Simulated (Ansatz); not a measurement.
# Work function of Ag(110): what the settings cost and change, part 2 of 2

Aim: the work function of Ag(110) against thickness and vacuum, with the cost.

Ansatz 0.2.0; plane-wave DFT, PBE, Ansatz PAW.

So far, work function, upper face (eV): step 2 (run, setting 1 layer) 4.92; step 4 (slab, 3 atoms) 4.27; step 5 (run, 4 atoms) 4.16; step 6 (run, 5 atoms) 4.18; step 7 (run, 6 atoms) 4.19.

## 8. Slab, 8 atoms

System of this step: Ag(110). The cell holds 8 atoms: 8 Ag. Its edges and angles: a = 4.090 Å, b = 2.892 Å, c = 28.122 Å, α = 90.0°, β = 90.0°, γ = 90.0°. Vacuum lies along c.

File input.yaml:

```yaml
crystal:
  lattice:
    - [4.09, 0.0, 0.0]
    - [0.0, 2.8920667351, 0.0]
    - [0.0, 0.0, 28.1222335727]
  atoms:
    - { symbol: Ag, position: [0.5, 0.5, 0.3200314789] }
    - { symbol: Ag, position: [0.0, 0.0, 0.3714510564] }
    - { symbol: Ag, position: [0.5, 0.5, 0.4228706338] }
    - { symbol: Ag, position: [0.0, 0.0, 0.4742902113] }
    - { symbol: Ag, position: [0.5, 0.5, 0.5257097887] }
    - { symbol: Ag, position: [0.0, 0.0, 0.5771293662] }
    - { symbol: Ag, position: [0.5, 0.5, 0.6285489436] }
    - { symbol: Ag, position: [0.0, 0.0, 0.6799685211] }
kpoints:
  mp_grid: { grid: [10, 14, 1] }
hamiltonian:
  xc: pbe
scf:
  occupations: { method: fermi_dirac, width: 0.1 }
  convergence: { dr2_threshold: 1.0e-09 }
efield:
  axis: 3
  dipole_correction: true
  ramp_position: 0.97
  ramp_width: 0.06
output:
  write_potential: true
  write_density: true
  volumetric_format: npy
```

On the command line:

```bash
> ansatz run input.yaml --threads 2 --pin off --max-ram 3072MiB --backend cpu --events-out ev --progress --plain --runs-dir out
```

Numbers of over 12 decimals in the logs are rounded to 6 here.

The program printed:

```text
[...]
Crystal: 8 atoms, lattice volume = 332.645 Å³
Basis set: ecut = 420 eV, 6501 PW (Γ)
Bands: 92, of which v1, the nominal top of the filled ones, is band 76 counted from 1 (75 counted from 0)
Symmetry: 4 space group operations
k-points: 48 of 140
[...]
k-point 0: bands = [... 72 lower, 1.7130, 1.8023, 1.8912, 2.6539, 4.1751, 5.8968, 6.7864, 7.6137, ... 12 higher]
  k-point 1: bands = [... 72 lower, 1.6491, 1.8041, 1.8660, 2.7060, 4.2656, 6.0032, 7.0367, 7.7197, ... 12 higher]
  k-point 2: bands = [... 72 lower, 1.6251, 1.8133, 1.8881, 2.8685, 4.5289, 6.3079, 7.7134, 8.0232, ... 12 higher]
  k-point 47: bands = [... 72 lower, 4.8074, 4.8074, 6.1363, 6.1363, 7.8054, 7.8054, 8.3102, 8.3102, ... 12 higher]
[key lines of the parts left out:]
SCF converged after 9 iterations
Free energy (F): -60723.072285 eV
Fermi energy:    4.668395 eV
Dipole field:    D = -0.000000 V/Å  (p = -0.000001 e·Å, saw-weighted, corrected)
Work function:   Φ+ = 4.1953 eV   Φ− = 4.1954 eV
```

Elapsed: 3.6 min, on 2 threads of Arm Neoverse N1, shared host; peak memory 1.6 GiB.

The work function is 4.195 eV, +0.001 eV from the run “6 layers”, at 1.6 times its CPU time.

## 9. Run, 10 atoms

System of this step: Ag(110). The cell holds 10 atoms: 10 Ag. Cell: a = 4.090 Å, b = 2.892 Å, c = 31.014 Å, α = 90.0°, β = 90.0°, γ = 90.0°. Vacuum lies along c.

input.yaml, the sections that differ from step 8:

```yaml
crystal:
  lattice:
    - [4.09, 0.0, 0.0]
    - [0.0, 2.8920667351, 0.0]
    - [0.0, 0.0, 31.0143003077]
  atoms:
    - { symbol: Ag, position: [0.5, 0.5, 0.2901887165] }
    - { symbol: Ag, position: [0.0, 0.0, 0.3368134462] }
    - { symbol: Ag, position: [0.5, 0.5, 0.3834381758] }
    - { symbol: Ag, position: [0.0, 0.0, 0.4300629055] }
    - { symbol: Ag, position: [0.5, 0.5, 0.4766876352] }
    - { symbol: Ag, position: [0.0, 0.0, 0.5233123648] }
    - { symbol: Ag, position: [0.5, 0.5, 0.5699370945] }
    - { symbol: Ag, position: [0.0, 0.0, 0.6165618242] }
    - { symbol: Ag, position: [0.5, 0.5, 0.6631865538] }
    - { symbol: Ag, position: [0.0, 0.0, 0.7098112835] }
# kpoints, hamiltonian, scf, efield, output: as in step 8
```

The program printed:

```text
[...]
Crystal: 10 atoms, lattice volume = 366.854 Å³
Basis set: ecut = 420 eV, 7175 PW (Γ)
Bands: 114, of which v1, the nominal top of the filled ones, is band 95 counted from 1 (94 counted from 0)
Symmetry: 4 space group operations
k-points: 48 of 140
[...]
k-point 0: bands = [... 91 lower, 3.0204, 3.0384, 3.0784, 4.0395, 5.3472, 6.8158, 7.8104, 8.3319, ... 15 higher]
  k-point 1: bands = [... 91 lower, 2.9965, 3.0535, 3.0692, 4.0946, 5.4340, 6.9188, 8.0700, 8.4396, ... 15 higher]
  k-point 2: bands = [... 91 lower, 3.0508, 3.0668, 3.1027, 4.2651, 5.6872, 7.2138, 8.7461, 8.7665, ... 15 higher]
  k-point 47: bands = [... 91 lower, 5.8356, 6.8322, 6.8322, 8.1262, 8.1262, 9.4655, 9.4655, 9.5607, ... 15 higher]
[key lines of the parts left out:]
SCF converged after 9 iterations
Free energy (F): -75904.173968 eV
Fermi energy:    5.841638 eV
Dipole field:    D = -0.000001 V/Å  (p = -0.000002 e·Å, saw-weighted, corrected)
Work function:   Φ+ = 4.1978 eV   Φ− = 4.1978 eV
```

Run time: 5.5 min. Hardware: 2 threads; peak memory 2.1 GiB; 9.9 min of CPU time.

The work function is 4.198 eV, +0.002 eV from the run “8 layers”, at 1.6 times its CPU time.

## 10. Run, 13 atoms

System of this step: Ag(110). The cell holds 13 atoms: 13 Ag. Its edges and angles: a = 4.090 Å, b = 2.892 Å, c = 35.352 Å, α = 90.0°, β = 90.0°, γ = 90.0°. Vacuum lies along c.

input.yaml, the sections that differ from step 9:

```yaml
crystal:
  lattice:
    - [4.09, 0.0, 0.0]
    - [0.0, 2.8920667351, 0.0]
    - [0.0, 0.0, 35.3524004103]
  atoms:
    - { symbol: Ag, position: [0.0, 0.0, 0.2545796013] }
    - { symbol: Ag, position: [0.5, 0.5, 0.295483001] }
    - { symbol: Ag, position: [0.0, 0.0, 0.3363864008] }
    - { symbol: Ag, position: [0.5, 0.5, 0.3772898006] }
    - { symbol: Ag, position: [0.0, 0.0, 0.4181932004] }
    - { symbol: Ag, position: [0.5, 0.5, 0.4590966002] }
    - { symbol: Ag, position: [0.0, 0.0, 0.5] }
    - { symbol: Ag, position: [0.5, 0.5, 0.5409033998] }
    - { symbol: Ag, position: [0.0, 0.0, 0.5818067996] }
    - { symbol: Ag, position: [0.5, 0.5, 0.6227101994] }
    - { symbol: Ag, position: [0.0, 0.0, 0.6636135992] }
    - { symbol: Ag, position: [0.5, 0.5, 0.704516999] }
    - { symbol: Ag, position: [0.0, 0.0, 0.7454203987] }
# kpoints, hamiltonian, scf, efield, output: as in step 9
```

The program printed:

```text
[...]
Crystal: 13 atoms, lattice volume = 418.168 Å³
Basis set: ecut = 420 eV, 8183 PW (Γ)
Bands: 149, of which v1, the nominal top of the filled ones, is band 124 counted from 1 (123 counted from 0)
Symmetry: 4 space group operations
k-points: 48 of 140
[...]
k-point 1: bands = [... 120 lower, 4.4704, 4.5156, 5.2509, 6.2782, 7.4409, 8.6910, 9.3827, 9.9588, ... 21 higher]
  k-point 2: bands = [... 120 lower, 4.4936, 4.5141, 5.3850, 6.4914, 7.7063, 8.9848, 10.0977, 10.2628, ... 21 higher]
  k-point 47: bands = [... 120 lower, 7.8588, 8.7099, 8.8177, 9.7520, 9.9212, 10.8554, 10.8840, 10.8853, ... 21 higher]
[key lines of the parts left out:]
SCF converged after 9 iterations
Free energy (F): -98675.826848 eV
Fermi energy:    7.297737 eV
Dipole field:    D = 0.000000 V/Å  (p = 0.000001 e·Å, saw-weighted, corrected)
Work function:   Φ+ = 4.1118 eV   Φ− = 4.1118 eV
```

Wall time 9.2 min (2 threads); peak memory 3 GiB.

The work function is 4.112 eV, -0.086 eV from the run “10 layers”, at 1.7 times its CPU time.

## 11. Slab, 7 atoms

System of this step: Ag(110). The cell holds 7 atoms: 7 Ag. Its edges and angles: a = 4.090 Å, b = 2.892 Å, c = 18.676 Å, α = 90.0°, β = 90.0°, γ = 90.0°. Vacuum lies along c.

input.yaml, the sections that differ from step 10:

```yaml
crystal:
  lattice:
    - [4.09, 0.0, 0.0]
    - [0.0, 2.8920667351, 0.0]
    - [0.0, 0.0, 18.6762002052]
  atoms:
    - { symbol: Ag, position: [0.0, 0.0, 0.2677204113] }
    - { symbol: Ag, position: [0.5, 0.5, 0.3451469409] }
    - { symbol: Ag, position: [0.0, 0.0, 0.4225734704] }
    - { symbol: Ag, position: [0.5, 0.5, 0.5] }
    - { symbol: Ag, position: [0.0, 0.0, 0.5774265296] }
    - { symbol: Ag, position: [0.5, 0.5, 0.6548530591] }
    - { symbol: Ag, position: [0.0, 0.0, 0.7322795887] }
# kpoints, hamiltonian, scf, efield, output: as in step 10
```

The program printed:

```text
[...]
Crystal: 7 atoms, lattice volume = 220.912 Å³
Basis set: ecut = 420 eV, 4307 PW (Γ)
Bands: 80, of which v1, the nominal top of the filled ones, is band 67 counted from 1 (66 counted from 0)
Symmetry: 4 space group operations
k-points: 48 of 140
[...]
k-point 0: bands = [... 63 lower, 4.6130, 4.7285, 4.7290, 6.1430, 7.9324, 9.7442, 9.8820, 11.1179, ... 9 higher]
  k-point 1: bands = [... 63 lower, 4.6431, 4.6860, 4.7508, 6.2182, 8.0357, 9.9883, 9.9917, 11.2127, ... 9 higher]
  k-point 2: bands = [... 63 lower, 4.6076, 4.7243, 4.8203, 6.4423, 8.3327, 10.3049, 10.6518, 11.4915, ... 9 higher]
  k-point 47: bands = [... 63 lower, 7.7249, 7.7980, 9.2209, 9.4361, 11.0326, 11.1654, 11.1877, 11.4332, ... 9 higher]
[key lines of the parts left out:]
SCF converged after 8 iterations
Free energy (F): -53132.546869 eV
Fermi energy:    7.530012 eV
Dipole field:    D = -0.000000 V/Å  (p = -0.000000 e·Å, saw-weighted, corrected)
Work function:   Φ+ = 4.1123 eV (in doubt: plateau slope 1.3e-2 eV/Å)   Φ− = 4.1130 eV
```

The job ended after 1.8 min (2 threads; peak memory 1 GiB; 3.3 min of CPU time).

The work function is 4.112 eV. The program marks this work function as in doubt.

## 12. Run, 7 atoms

The cell differs from the one that the last finished run ended in (c 18.676 → 22.676 Å).

input.yaml, the sections that differ from step 11:

```yaml
crystal:
  lattice:
    - [4.09, 0.0, 0.0]
    - [0.0, 2.8920667351, 0.0]
    - [0.0, 0.0, 22.6762002052]
  atoms:
    - { symbol: Ag, position: [0.0, 0.0, 0.3086936937] }
    - { symbol: Ag, position: [0.5, 0.5, 0.3724624625] }
    - { symbol: Ag, position: [0.0, 0.0, 0.4362312312] }
    - { symbol: Ag, position: [0.5, 0.5, 0.5] }
    - { symbol: Ag, position: [0.0, 0.0, 0.5637687688] }
    - { symbol: Ag, position: [0.5, 0.5, 0.6275375375] }
    - { symbol: Ag, position: [0.0, 0.0, 0.6913063063] }
# kpoints, hamiltonian, scf, efield, output: as in step 11
```

The program printed:

```text
[...]
Crystal: 7 atoms, lattice volume = 268.227 Å³
Basis set: ecut = 420 eV, 5251 PW (Γ)
Bands: 80, of which v1, the nominal top of the filled ones, is band 67 counted from 1 (66 counted from 0)
Symmetry: 4 space group operations
k-points: 48 of 140
[...]
k-point 0: bands = [... 63 lower, 2.5566, 2.6722, 2.6730, 4.0862, 5.8824, 7.6879, 7.7819, 9.1555, ... 9 higher]
  k-point 1: bands = [... 63 lower, 2.5868, 2.6297, 2.6947, 4.1613, 5.9857, 7.8905, 7.9320, 9.2500, ... 9 higher]
  k-point 2: bands = [... 63 lower, 2.5512, 2.6679, 2.7642, 4.3855, 6.2828, 8.2010, 8.5954, 9.5289, ... 9 higher]
  k-point 47: bands = [... 63 lower, 5.6686, 5.7417, 7.1647, 7.3798, 8.9765, 9.1090, 9.1313, 9.3768, ... 9 higher]
[key lines of the parts left out:]
SCF converged after 8 iterations
Free energy (F): -53132.547335 eV
Fermi energy:    5.473687 eV
Dipole field:    D = 0.000000 V/Å  (p = 0.000000 e·Å, saw-weighted, corrected)
Work function:   Φ+ = 4.1199 eV   Φ− = 4.1199 eV
```

Elapsed: 2.1 min, on 2 threads; peak memory 1.2 GiB; 4 min of CPU time.

The work function is 4.120 eV, +0.008 eV from the run “7 layers, 10 Å of vacuum”, at 1.2 times its CPU time.

## 13. Slab, 7 atoms (run 2)

The cell differs from the one that the last finished run ended in (c 22.676 → 34.676 Å).

input.yaml, the sections that differ from step 12:

```yaml
crystal:
  lattice:
    - [4.09, 0.0, 0.0]
    - [0.0, 2.8920667351, 0.0]
    - [0.0, 0.0, 34.6762002052]
  atoms:
    - { symbol: Ag, position: [0.0, 0.0, 0.3748969011] }
    - { symbol: Ag, position: [0.5, 0.5, 0.4165979341] }
    - { symbol: Ag, position: [0.0, 0.0, 0.458298967] }
    - { symbol: Ag, position: [0.5, 0.5, 0.5] }
    - { symbol: Ag, position: [0.0, 0.0, 0.541701033] }
    - { symbol: Ag, position: [0.5, 0.5, 0.5834020659] }
    - { symbol: Ag, position: [0.0, 0.0, 0.6251030989] }
# kpoints, hamiltonian, scf, efield, output: as in step 12
```

The program printed:

```text
[...]
Crystal: 7 atoms, lattice volume = 410.169 Å³
Basis set: ecut = 420 eV, 8019 PW (Γ)
Bands: 80, of which v1, the nominal top of the filled ones, is band 67 counted from 1 (66 counted from 0)
Symmetry: 4 space group operations
k-points: 48 of 140
[...]
k-point 0: bands = [... 63 lower, -0.7634, -0.6478, -0.6470, 0.7662, 2.5626, 4.3679, 4.4588, 5.9120, ... 9 higher]
  k-point 1: bands = [... 63 lower, -0.7332, -0.6903, -0.6253, 0.8413, 2.6659, 4.5672, 4.6120, 6.0071, ... 9 higher]
  k-point 2: bands = [... 63 lower, -0.7688, -0.6521, -0.5558, 1.0655, 2.9630, 4.8774, 5.2754, 6.2869, ... 9 higher]
  k-point 47: bands = [... 63 lower, 2.3486, 2.4217, 3.8447, 4.0598, 5.6565, 5.7890, 5.8113, 6.0568, ... 9 higher]
[key lines of the parts left out:]
SCF converged after 9 iterations
Free energy (F): -53132.547248 eV
Fermi energy:    2.153703 eV
Dipole field:    D = 0.000000 V/Å  (p = 0.000000 e·Å, saw-weighted, corrected)
Work function:   Φ+ = 4.1200 eV   Φ− = 4.1200 eV
```

It took 3.6 min on 2 threads; peak memory 1.7 GiB.

The work function is 4.120 eV, +0.000 eV from the run “7 layers, 14 Å of vacuum”, at 1.7 times its CPU time.

## 14. The series together

Times are for 2 threads of Arm Neoverse N1, shared host. The runs compared:

| no. | setting | work function, upper face (eV) | time | memory (GiB) |
| --- | --- | --- | --- | --- |
| 1 | 1 layer | 4.923 | 18 s | 0.51 |
| 2 | 2 layers | 4.082 | 30 s | 0.55 |
| 3 | 3 layers | 4.274 | 47 s | 0.67 |
| 4 | 4 layers | 4.161 | 69 s | 0.81 |
| 5 | 5 layers | 4.183 | 95 s | 0.97 |
| 6 | 6 layers | 4.195 | 2.3 min | 1.2 |
| 7 | 8 layers | 4.195 | 3.6 min | 1.6 |
| 8 | 10 layers | 4.198 | 5.5 min | 2.1 |
| 9 | 13 layers | 4.112 | 9.2 min | 3.0 |
| 10 | 7 layers, 10 Å of vacuum | 4.112 | 1.8 min | 1.0 |
| 11 | 7 layers, 14 Å of vacuum | 4.120 | 2.1 min | 1.2 |
| 12 | 7 layers, 26 Å of vacuum | 4.120 | 3.6 min | 1.7 |

## 15. Varying the input

System of this step: Ag(110) monolayer. The cell holds 1 atom: 1 Ag. Its edges and angles: a = 4.090 Å, b = 2.892 Å, c = 18.000 Å, α = 90.0°, β = 90.0°, γ = 90.0°. Vacuum lies along c.

An input spoilt on purpose, to show how the run answers: it repeats the earlier run “1 layer” with efield.amplitude to 5.0, and scf.max_iter set to 50; its output block differs too.

input.yaml, the sections that differ from step 13:

```yaml
crystal:
  lattice:
    - [4.09, 0.0, 0.0]
    - [0.0, 2.8920667351, 0.0]
    - [0.0, 0.0, 18.0]
  atoms:
    - { symbol: Ag, position: [0.5, 0.5, 0.5] }
scf:
  occupations: { method: fermi_dirac, width: 0.1 }
  convergence: { dr2_threshold: 1.0e-09 }
  max_iter: 50
efield:
  axis: 3
  dipole_correction: true
  ramp_position: 0.97
  ramp_width: 0.06
  amplitude: 5.0
# kpoints, hamiltonian, output: as in step 13
```

The program printed:

```text
[...]
Crystal: 1 atoms, lattice volume = 212.914 Å³
Basis set: ecut = 420 eV, 4157 PW (Γ)
Bands: 14, of which v1, the nominal top of the filled ones, is band 10 counted from 1 (9 counted from 0)
Symmetry: 4 space group operations
k-points: 48 of 140
[...]
SCF iter   1: F=—  HF=-7591.812460 eV  |F-HF|=—  |Δ(HF+E_count)|=         —  Δρ=1.24e-2  dr2=7.53e-1  ethr=3.10e-3  p=1.110 e·Å  D=9.43e-1 V/Å  ΔV_dip=-16.97 eV  dr2_dipole=4.64e-2  V_vac-E_F(+/−)=39.81/0.47 eV  ⟨swp⟩=14.8  Hψ=7183  notcnv=0
[...]
SCF iter  10: F=-7591.617699 eV  HF=-7591.617699 eV  |F-HF|=7.19e-11  |Δ(HF+E_count)|=   1.53e-9  Δρ=2.59e-7  dr2=1.34e-10  ethr=5.26e-12  p=1.009 e·Å  D=8.57e-1 V/Å  ΔV_dip=-15.43 eV  dr2_dipole=3.82e-12  V_vac-E_F(+/−)=39.01/-1.06 eV  ⟨swp⟩=8.6  Hψ=3324  notcnv=0
[...]
SCF 1 converged in 10 iterations: F = -7591.617699 eV  dr2 = 1.34e-10
[...]
SCF converged after 10 iterations
Free energy (F): -7591.617699 eV
[...]
Internal energy: -7591.602075 eV  (E = F + TS)
E sigma→0 (E₀):  -7591.609887 eV
Entropy (-TS):   -0.015623 eV (-15.623 meV/atom)
Fermi energy:    -5.259250 eV
Dipole field:    D = 0.857280 V/Å  (p = 1.008708 e·Å, saw-weighted, corrected)
Work function:   not extracted (applied field tilts the vacuum); planar V_es + V_field profile in the machine report
[...]
--- Band table (eV; the first three rows and the last of 48) ---
  k-point 0: bands = [... 6 lower, -7.9138, -7.5056, -7.4783, -7.0749, -4.3521, -0.4317, 1.9204, 3.2027]
  k-point 1: bands = [... 6 lower, -7.9064, -7.5600, -7.5518, -6.9844, -4.2672, -0.3126, 2.0524, 3.2915]
  k-point 2: bands = [... 6 lower, -7.8861, -7.7240, -7.7073, -6.7356, -4.0108, 0.0336, 2.4331, 3.5566]
  k-point 47: bands = [... 6 lower, -7.8345, -7.7384, -7.2413, -1.1143, -0.3567, 0.5318, 1.3338, 1.9718]
```

Elapsed: 24 s, on 2 threads; peak memory 0.49 GiB.

In so strong a field the program warns of density in the ramp of the sawtooth; these numbers are not the system's.

## 16. Results

| Item | Value |
| --- | --- |
| work function, 1 layer | 4.923 eV |
| work function, 2 layers | 4.082 eV |
| work function, 6 layers | 4.195 eV |
| work function, 13 layers | 4.112 eV |

In words: The thickest slab gives 4.11 eV, and the settings tried spread the value from 4.08 to 4.92 eV. The 13- and 10-layer slabs differ by 0.05 eV or more, so the series is not shown to have settled. Going from 10 to 26 Å of vacuum moves it by 0.008 eV. The program marks the value as in doubt in “7 layers, 10 Å of vacuum”. The ladder's slabs use the tabulated experimental lattice constant (two decimals; a low-temperature value for the alkali metals). In 1 run of the series (7 layers, 10 Å of vacuum) the program warns that electrons reach the sawtooth's ramp, which makes dipole and work function less sure.

Computed beside measured:

| quantity | measured | 13 layers |
| --- | --- | --- |
| work function (clean (110) face, a compiled value) (eV) | 4.1 | 4.11 (+0.01 eV) |

Measured values from arxiv:1902.07811 (2019).

How well it matches: The work function is off by +0.01 eV: good agreement. The grades are ours: good and fair within 3 and 7 % for the work function. No cell relaxation is part of this session.

[Logs are printed without paths, hosts, clocks, repeated set-up lines and the standing remarks that a program may print on its own settings, such as how far it seeks lower states.]

[Hosts, paths, dates, database ids (printed as entryN), source tags and the programs' standing remarks are cut or masked in the printed files.]

[Maps of the electrostatic potential energy from Ansatz leave out the sawtooth potential of an applied field or a dipole correction, so their vacuum need not be flat; planar profiles and work functions include it.]
